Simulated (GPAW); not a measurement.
Computed results, one entry a study.

**SrTiO3 (Pm-3m): G0W0 with GPAW, start to end**

It takes space group Pm-3m (No. 221, cubic). The conventional cell has a = 3.905 Å, b = 3.905 Å, c = 3.905 Å, α = 90.00°, β = 90.00°, γ = 90.00°. Nearest to Sr lie 12 O at 2.76 Å. Nearest to Ti lie 6 O at 1.95 Å. Nearest to O lie 2 Ti at 1.95 Å and 4 Sr at 2.76 Å. Farther neighbours and most contacts between anions are not listed.

```
Sr Ti O
1.0
     3.90528    0.00000    0.00000
     0.00000    3.90528    0.00000
     0.00000    0.00000    3.90528
Sr Ti O
1 1 3
Cartesian
  1.9526 1.9526 1.9526
  0.0000 0.0000 0.0000
  1.9526 0.0000 0.0000
  0.0000 1.9526 0.0000
  0.0000 0.0000 1.9526
```

```yaml
method: DFT, PBE, plane waves, PAW (and 1 further level or step)
program: GPAW 26.7.0
settings_of_one_run: cutoff 600 eV, GPAW PAW setups 1.2.1 data release, 4×4×4 k-mesh, nbands 89
cost: 4 runs, 55 s in all on 4 MPI ranks of Arm Neoverse V2, shared host (the runs of this entry)
notes: The cell and positions come from the Crystallography Open Database and are kept as given unless a step says otherwise. Limits: no spin-orbit coupling. Bands and cutoff are finite, so the gap is not at the basis limit. The miss can reach some tenths of an eV and take either sign; the mesh is an error of its own. The 4×4×4 mesh is coarse for this cell, which bears on the long-range parts of exchange and screening.
pbe_gap: 1.90 eV, indirect
g0w0_gap_on_the_mesh: 3.73 eV
gw_settings: 4×4×4 mesh, 79 bands, screening to 70 eV, Godby-Needs plasmon pole
known_limits: not at the basis limit; no spin-orbit coupling; coarse k mesh
```

G0W0 moves the gap on the mesh from 1.90 eV to 3.73 eV (+1.83 eV), with Z of 0.77 and 0.78 at the edges. Only 2 of the mesh's irreducible points were corrected, so a valley elsewhere could overtake.

[Paths, hosts, dates, memory and timing lines, banners, echoed tables and standing remarks are left out of the program output.]

[Logs are printed without paths, hosts, clocks, repeated set-up lines and the standing remarks that a program may print on its own settings, such as how far it seeks lower states.]

[Runs of the session that timed out or met a known fault of the program may be left out.]

[Hosts, paths, dates, database ids (printed as entryN), source tags and the programs' standing remarks are cut or masked in the printed files.]
